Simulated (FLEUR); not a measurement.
# Calculated records

## Collinear magnetic orders of CrCoGe with FLEUR

Symmetry: P6_3/mmc, No. 194, hexagonal system. Conventional cell: a = 4.092 Å, b = 4.092 Å, c = 5.145 Å, α = 90.00°, β = 90.00°, γ = 120.00°. Nearest to Cr lie 2 Cr at 2.57 Å and 6 Co at 2.69 Å and 6 Ge at 2.69 Å. Nearest to Co lie 5 Ge at 2.36 to 2.57 Å and 6 Cr at 2.69 Å. Ge has 5 Co at 2.36 to 2.57 Å and 6 Cr at 2.69 Å nearest. Farther neighbours are not listed.

```yaml
method: PBEsol; all-electron FLAPW, Dirac cores, scalar-relativistic bands
program: FLEUR MaX-R8.1
settings_of_one_run: kmax 3.76 1/bohr, gmax 11.3 1/bohr, muffin tin radii Cr: 2.37, Co: 2.18, Ge: 2.18 bohr, lmax Cr: [8, 6], Co: [8, 6], Ge: [8, 6], hist occupations, smearing width 0.05 eV, mixer Anderson, mixing 0.05, max iterations 90, stop 2.00e-5 me/bohr³, collinear spin, 8×8×8 k-mesh, mesh matched on, starting moments 2.5 -2.5 2 -2 0 0 μB
cost: 4 runs, 24 min in all on 4 MPI ranks of Arm Neoverse N1, shared host (the runs of this entry)
notes: This is the lowest of 4 finished starts, no proof of the ground state.
lowest_state_found: antiferromagnetic (initial antiferro +-+-)
largest_site_spin_moment: 2.43 μB
next_finished_state: ferromagnetic, with opposed induced moments, 65.3 meV a seeded atom higher
energy_gained_by_spin_polarisation: 167 meV a seeded atom
```

The lowest state found is antiferromagnetic, reached from the start antiferro +-+-, with moments up to 2.43 μB. The next finished state costs 65 meV a seeded atom.

[Logs and program files are shortened in this print: banners, set-up blocks, solver, clock and traceback lines can be left out without a mark of their own.]

[Logs are printed without paths, hosts, clocks, repeated set-up lines and the standing remarks that a program may print on its own settings, such as how far it seeks lower states.]

[Hosts, paths, dates, database ids (printed as entryN), source tags and the programs' standing remarks are cut or masked in the printed files.]

[Where a cell is said to come from a database of computed structures, the database is the Materials Project.]
